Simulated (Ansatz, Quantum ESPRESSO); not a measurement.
# CeSb (P4/mmm): zone-centre phonons

Which modes does CeSb (P4/mmm) have at the zone centre?

Method: DFT PBEsol, scalar-relativistic, plane waves, PseudoDojo norm-conserving, 4f in core pseudopotentials, in Quantum ESPRESSO 7.5.

### 1. The starting structure

It takes space group P4/mmm (No. 123, tetragonal). The conventional cell has a = 4.072 Å, b = 4.072 Å, c = 3.379 Å, α = 90.00°, β = 90.00°, γ = 90.00°. Nearest to Ce lie 8 Sb at 3.34 Å and 2 Ce at 3.38 Å. Nearest to Sb lie 8 Ce at 3.34 Å and 2 Sb at 3.38 Å. Farther neighbours are not listed.

Coordinates:

```cif
data_structure
_symmetry_space_group_name_H-M 'P 1'
_symmetry_Int_Tables_number 1
_cell_length_a 4.0719
_cell_length_b 4.0719
_cell_length_c 3.3793
_cell_angle_alpha 90.000
_cell_angle_beta 90.000
_cell_angle_gamma 90.000
_cell_volume 56.03
loop_
_atom_site_label
_atom_site_type_symbol
_atom_site_fract_x
_atom_site_fract_y
_atom_site_fract_z
_atom_site_occupancy
Ce1 Ce 0.00000 0.00000 0.00000 1
Sb2 Sb 0.50000 0.50000 0.50000 1
```

### 2. A first look

A cheap run with smearing and empty bands tells whether the crystal has a gap, which decides between fixed occupations and smearing later on.

probe.in reads:

```
&CONTROL
  calculation = 'scf'
  prefix      = 'x'
  outdir      = './tmp'
  pseudo_dir  = './pseudo'
  tprnfor     = .true.
  tstress     = .true.
  verbosity   = 'high'
/
&SYSTEM
  ibrav       = 0
  nat         = 2
  ntyp        = 2
  ecutwfc     = 72.0
  input_dft   = 'pbesol'
  occupations = 'smearing'
  smearing    = 'gaussian'
  degauss     = 0.01
/
&ELECTRONS
  conv_thr         = 1.0d-07
  mixing_beta      = 0.7
  electron_maxstep = 100
/
ATOMIC_SPECIES
 Ce    140.1160  Ce.upf
 Sb    121.7600  Sb.upf
CELL_PARAMETERS angstrom
     4.071871000    0.000000000    0.000000000
     0.000000000    4.071871000    0.000000000
     0.000000000    0.000000000    3.379251000
ATOMIC_POSITIONS crystal
 Ce     0.000000000   0.000000000   0.000000000
 Sb     0.500000000   0.500000000   0.500000000
K_POINTS automatic
 4 4 6 0 0 0
```

Run with:

```sh
OMP_NUM_THREADS=1 mpirun -n 8 pw.x -nk 8 -in probe.in > probe.out
```

The program printed:

```text
[banners, grids, parts of the stress and lines that vanish by symmetry left out]
Program PWSCF v.7.5
     IMPORTANT: XC functional enforced from input :
     Exchange-correlation= PBESOL
                           (   1   4  10   8   0   0   0)
[...]
kinetic-energy cutoff     =      72.0000  Ry
     charge density cutoff     =     288.0000  Ry
     scf convergence threshold =      1.0E-07
[...]
Exchange-correlation= PBESOL
                           (   1   4  10   8   0   0   0)
[...]
16 Sym. Ops., with inversion, found
[...]
(     0          1          0      )
                  (     0          0          1      )
[...]
(  0.0000000  1.0000000  0.0000000 )
                  (  0.0000000  0.0000000  1.0000000 )
[...]
(     0         -1          0      )
[...]
(  0.0000000  0.0000000 -1.0000000 )
[...]
(     1          0          0      )
                  (     0          0         -1      )
[...]
( -1.0000000  0.0000000  0.0000000 )
                  (  0.0000000  0.0000000 -1.0000000 )
[...]
number of k points=    24  Gaussian smearing, width (Ry)=  0.0100
[...]
End of self-consistent calculation
[...]
the Fermi energy is    13.3509 ev
!    total energy              =    -253.05224803 Ry
[...]
convergence has been achieved in   7 iterations
[...]
atom    1 type  1   force =     0.00000000    0.00000000    0.00000000
     atom    2 type  2   force =     0.00000000    0.00000000    0.00000000
[...]
Total force =     0.000000     Total SCF correction =     0.000000
[...]
total   stress  (Ry/bohr**3)                   (kbar)     P=       12.76
[...]
XML data file, charge density, pseudopotentials, collected wavefunctions

   JOB DONE.
```

The job ended after 3.4 s (8 MPI ranks of Arm Neoverse V2, shared host).

Read from the output:

| Item | Value |
| --- | --- |
| volume per atom | 28.01 Å³ |
| pressure | 1.276 GPa |
| gap on the k-mesh | 0 eV |

No gap opens on this mesh, so smearing is kept; the start stands at 1.3 GPa.

### 3. Relaxation

The harmonic expansion starts where the forces on the atoms vanish, and stress shifts the frequencies, so cell and atoms are relaxed with tight thresholds.

relax.in reads:

```
&CONTROL
  calculation   = 'vc-relax'
  prefix        = 'x'
  outdir        = './tmp'
  pseudo_dir    = './pseudo'
  tprnfor       = .true.
  tstress       = .true.
  forc_conv_thr = 2.0d-05
  etot_conv_thr = 1.0d-07
  nstep         = 40
/
&SYSTEM
  ibrav       = 0
  nat         = 2
  ntyp        = 2
  ecutwfc     = 72.0
  input_dft   = 'pbesol'
  occupations = 'smearing'
  smearing    = 'mv'
  degauss     = 0.02
/
&ELECTRONS
  conv_thr         = 1.0d-11
  mixing_beta      = 0.7
  electron_maxstep = 100
/
&IONS
/
&CELL
  press_conv_thr = 0.1
/
ATOMIC_SPECIES
 Ce    140.1160  Ce.upf
 Sb    121.7600  Sb.upf
CELL_PARAMETERS angstrom
     4.071871000    0.000000000    0.000000000
     0.000000000    4.071871000    0.000000000
     0.000000000    0.000000000    3.379251000
ATOMIC_POSITIONS crystal
 Ce     0.000000000   0.000000000   0.000000000
 Sb     0.500000000   0.500000000   0.500000000
K_POINTS automatic
 8 8 10 0 0 0
```

Run with:

```sh
OMP_NUM_THREADS=1 mpirun -n 8 pw.x -nk 8 -in relax.in > relax.out
```

The program printed:

```text
[banners, grids, parts of the stress and lines that vanish by symmetry left out]
[banner, memory and clock lines left out]
Program PWSCF v.7.5

[...]
Exchange-correlation= PBESOL
                           (   1   4  10   8   0   0   0)
[...]
kinetic-energy cutoff     =      72.0000  Ry
     charge density cutoff     =     288.0000  Ry
     scf convergence threshold =      1.0E-11
[...]
energy convergence thresh.=      1.0E-07
     force convergence thresh. =      2.0E-05
     press convergence thresh. =      1.0E-01
     Exchange-correlation= PBESOL
                           (   1   4  10   8   0   0   0)
[...]
16 Sym. Ops., with inversion, found
[...]
number of k points=    90  Marzari-Vanderbilt smearing, width (Ry)=  0.0200
[...]
End of self-consistent calculation
[...]
the Fermi energy is    13.0806 ev
!    total energy              =    -253.05284402 Ry
[...]
convergence has been achieved in  10 iterations
[...]
atom    1 type  1   force =     0.00000000    0.00000000    0.00000000
     atom    2 type  2   force =     0.00000000    0.00000000    0.00000000
     Total force =     0.000000     Total SCF correction =     0.000000
[...]
total   stress  (Ry/bohr**3)                   (kbar)     P=       17.84
[...]
number of bfgs steps    =   0
[...]
CELL_PARAMETERS (angstrom)
[...]
ATOMIC_POSITIONS (crystal)
Ce               0.0000000000        0.0000000000        0.0000000000
Sb               0.5000000000        0.5000000000        0.5000000000
[...]
New effective cutoffs (rho, wfc):  286.17   71.72
[...]
End of self-consistent calculation
[...]
the Fermi energy is    12.9387 ev
!    total energy              =    -253.05319722 Ry
[...]
convergence has been achieved in   7 iterations
[...]
atom    1 type  1   force =     0.00000000    0.00000000    0.00000000
     atom    2 type  2   force =     0.00000000    0.00000000    0.00000000
     Total force =     0.000000     Total SCF correction =     0.000000
[...]
total   stress  (Ry/bohr**3)                   (kbar)     P=       10.06
[...]
number of bfgs steps    =   1
[...]
CELL_PARAMETERS (angstrom)
[...]
ATOMIC_POSITIONS (crystal)
Ce               0.0000000000        0.0000000000        0.0000000000
Sb               0.5000000000        0.5000000000        0.5000000000
[...]
New effective cutoffs (rho, wfc):  284.63   71.49
[...]
End of self-consistent calculation
[...]
the Fermi energy is    12.7921 ev
!    total energy              =    -253.05337125 Ry
[...]
convergence has been achieved in   8 iterations
[...]
atom    1 type  1   force =     0.00000000    0.00000000    0.00000000
     atom    2 type  2   force =     0.00000000    0.00000000    0.00000000
     Total force =     0.000000     Total SCF correction =     0.000000
[...]
total   stress  (Ry/bohr**3)                   (kbar)     P=        2.10
[...]
number of bfgs steps    =   2
[...]
CELL_PARAMETERS (angstrom)
[...]
ATOMIC_POSITIONS (crystal)
[...]
New effective cutoffs (rho, wfc):  284.39   71.47
[...]
End of self-consistent calculation
[...]
the Fermi energy is    12.7463 ev
[...]
atom    1 type  1   force =     0.00000000    0.00000000    0.00000000
     atom    2 type  2   force =     0.00000000    0.00000000    0.00000000
     Total force =     0.000000     Total SCF correction =     0.000000
[...]
total   stress  (Ry/bohr**3)                   (kbar)     P=       -0.52
[...]
number of bfgs steps    =   4
[...]
CELL_PARAMETERS (angstrom)
[...]
ATOMIC_POSITIONS (crystal)
[...]
New effective cutoffs (rho, wfc):  284.77   71.58
[...]
the Fermi energy is    12.7469 ev
!    total energy              =    -253.05338931 Ry
[...]
convergence has been achieved in   6 iterations
[...]
atom    1 type  1   force =     0.00000000    0.00000000    0.00000000
     atom    2 type  2   force =     0.00000000    0.00000000    0.00000000
     Total force =     0.000000     Total SCF correction =     0.000000
[...]
total   stress  (Ry/bohr**3)                   (kbar)     P=       -0.41
[...]
number of bfgs steps    =   5
[...]
CELL_PARAMETERS (angstrom)
[...]
ATOMIC_POSITIONS (crystal)
[...]
New effective cutoffs (rho, wfc):  285.10   71.66
[...]
the Fermi energy is    12.7527 ev
!    total energy              =    -253.05339041 Ry
[...]
convergence has been achieved in   7 iterations
[...]
atom    1 type  1   force =     0.00000000    0.00000000    0.00000000
     atom    2 type  2   force =     0.00000000    0.00000000    0.00000000
     Total force =     0.000000     Total SCF correction =     0.000000
[...]
total   stress  (Ry/bohr**3)                   (kbar)     P=       -0.14
[...]
number of bfgs steps    =   6
[...]
CELL_PARAMETERS (angstrom)
[...]
ATOMIC_POSITIONS (crystal)
[...]
New effective cutoffs (rho, wfc):  285.21   71.69
[...]
End of self-consistent calculation
[...]
the Fermi energy is    12.7553 ev
!    total energy              =    -253.05339049 Ry
[...]
convergence has been achieved in   6 iterations
[...]
atom    1 type  1   force =     0.00000000    0.00000000    0.00000000
     atom    2 type  2   force =     0.00000000    0.00000000    0.00000000
     Total force =     0.000000     Total SCF correction =     0.000000
[...]
total   stress  (Ry/bohr**3)                   (kbar)     P=       -0.01
[...]
bfgs converged in   8 scf cycles and   7 bfgs steps
[...]
End of BFGS Geometry Optimization
     Final enthalpy           =    -253.0533904914 Ry
     File ./tmp/x.bfgs deleted, as requested
[...]
CELL_PARAMETERS (angstrom)
[...]
ATOMIC_POSITIONS (crystal)
Ce               0.0000000000        0.0000000000        0.0000000000
Sb               0.5000000000        0.5000000000        0.5000000000
[...]
Final scf calculation at the relaxed structure.
[...]
kinetic-energy cutoff     =      72.0000  Ry
     charge density cutoff     =     288.0000  Ry
     scf convergence threshold =      1.0E-13
[...]
press convergence thresh. =      1.0E-01
     Exchange-correlation= PBESOL
                           (   1   4  10   8   0   0   0)
[...]
16 Sym. Ops., with inversion, found
[...]
number of k points=    90  Marzari-Vanderbilt smearing, width (Ry)=  0.0200
[...]
c_bands:  1 eigenvalues not converged
     c_bands:  1 eigenvalues not converged
[...]
End of self-consistent calculation
[...]
the Fermi energy is    12.7552 ev
!    total energy              =    -253.05389394 Ry
[...]
convergence has been achieved in  12 iterations
[...]
atom    1 type  1   force =     0.00000000    0.00000000    0.00000000
     atom    2 type  2   force =     0.00000000    0.00000000    0.00000000
     Total force =     0.000000     Total SCF correction =     0.000000
[...]
total   stress  (Ry/bohr**3)                   (kbar)     P=        2.49
[...]
XML data file, charge density, pseudopotentials, collected wavefunctions
```

It took 85 s on 8 MPI ranks; 11 min of CPU time.

The steps of the relaxation:

| step | energy less that of the first step (eV) | largest force (eV/Å) | pressure (GPa) | volume (Å³) |
| --- | --- | --- | --- | --- |
| 1 | 0.0000 | 0.0000 | 1.78 | 56.03 |
| 2 | -0.0048 | 0.0000 | 1.01 | 56.54 |
| 3 | -0.0072 | 0.0000 | 0.21 | 57.08 |
| 4 | -0.0074 | 0.0000 | -0.04 | 57.25 |
| 5 | -0.0074 | 0.0000 | -0.05 | 57.26 |
| 6 | -0.0074 | 0.0000 | -0.04 | 57.25 |
| 7 | -0.0074 | 0.0000 | -0.01 | 57.23 |
| 8 | -0.0074 | 0.0000 | 0.00 | 57.22 |
| 9 | -0.0143 | 0.0000 | 0.25 | 57.22 |

| conventional cell, symmetrised | before | after | change |
| --- | --- | --- | --- |
| a (Å) | 4.072 | 4.111 | +1.0 % |
| b (Å) | 4.072 | 4.111 | +1.0 % |
| c (Å) | 3.379 | 3.386 | +0.2 % |
| volume (Å³/atom) | 28.01 | 28.61 | +2.1 % |

The relaxed structure:

```xyz
2
Lattice="4.1107 0.0000 0.0000 0.0000 4.1107 0.0000 0.0000 0.0000 3.3860" Properties=species:S:1:pos:R:3 pbc="T T T"
Ce    0.0000    0.0000    0.0000
Sb    2.0554    2.0554    1.6930
```

The last row of the table of steps is pw.x's closing run on a basis chosen anew for the final cell, so its energy can jump.

Read from the output:

```
volume per atom : 28.61 Å³
pressure        : 0.2490 GPa
```

The volume changes by +2.1 % from the cell with which this run began.

### 4. Self-consistent run for the response

The response is built on this ground state, so it is converged far tighter than an energy would need. Smearing stays on, as the first look found no gap above 0.3 eV.

scf.in reads:

```
&CONTROL
  calculation = 'scf'
  prefix      = 'x'
  outdir      = './tmp'
  pseudo_dir  = './pseudo'
  tprnfor     = .true.
  tstress     = .true.
/
&SYSTEM
  ibrav       = 0
  nat         = 2
  ntyp        = 2
  ecutwfc     = 72.0
  input_dft   = 'pbesol'
  occupations = 'smearing'
  smearing    = 'mv'
  degauss     = 0.02
/
&ELECTRONS
  conv_thr         = 1.0d-12
  mixing_beta      = 0.7
  electron_maxstep = 100
/
ATOMIC_SPECIES
 Ce    140.1160  Ce.upf
 Sb    121.7600  Sb.upf
CELL_PARAMETERS angstrom
     4.110733640    0.000000000    0.000000000
     0.000000000    4.110733640    0.000000000
     0.000000000    0.000000000    3.385996444
ATOMIC_POSITIONS crystal
 Ce     0.000000000   0.000000000   0.000000000
 Sb     0.500000000   0.500000000   0.500000000
K_POINTS automatic
 8 8 12 0 0 0
```

Run with:

```sh
OMP_NUM_THREADS=1 mpirun -n 8 pw.x -nk 8 -in scf.in > scf.out
```

The program printed:

```text
[banners, grids, parts of the stress and lines that vanish by symmetry left out]
[banner, memory and clock lines left out]
Program PWSCF v.7.5

[...]
Exchange-correlation= PBESOL
                           (   1   4  10   8   0   0   0)
[...]
kinetic-energy cutoff     =      72.0000  Ry
     charge density cutoff     =     288.0000  Ry
     scf convergence threshold =      1.0E-12
[...]
Exchange-correlation= PBESOL
                           (   1   4  10   8   0   0   0)
[...]
16 Sym. Ops., with inversion, found
[...]
number of k points=   105  Marzari-Vanderbilt smearing, width (Ry)=  0.0200
[...]
End of self-consistent calculation
[...]
the Fermi energy is    12.8068 ev
!    total energy              =    -253.05392102 Ry
[...]
convergence has been achieved in  12 iterations
[...]
atom    1 type  1   force =     0.00000000    0.00000000    0.00000000
     atom    2 type  2   force =     0.00000000    0.00000000    0.00000000
     Total force =     0.000000     Total SCF correction =     0.000000
[...]
total   stress  (Ry/bohr**3)                   (kbar)     P=        0.38
[...]
XML data file, charge density, pseudopotentials, collected wavefunctions
```

Elapsed: 17 s, on 8 MPI ranks; 2.2 min of CPU time.

Numbers from this step:

| Property | Result |
| --- | --- |
| pressure | 0.03767 GPa |

The cell stands at 0.038 GPa, close enough for phonons.

[end of part 1 of 3]

[Host names and launcher messages were left out of these logs when they were recorded.]

[Logs are printed without paths, hosts, clocks, repeated set-up lines and the standing remarks that a program may print on its own settings, such as how far it seeks lower states.]

[Hosts, paths, dates, database ids (printed as entryN), source tags and the programs' standing remarks are cut or masked in the printed files.]
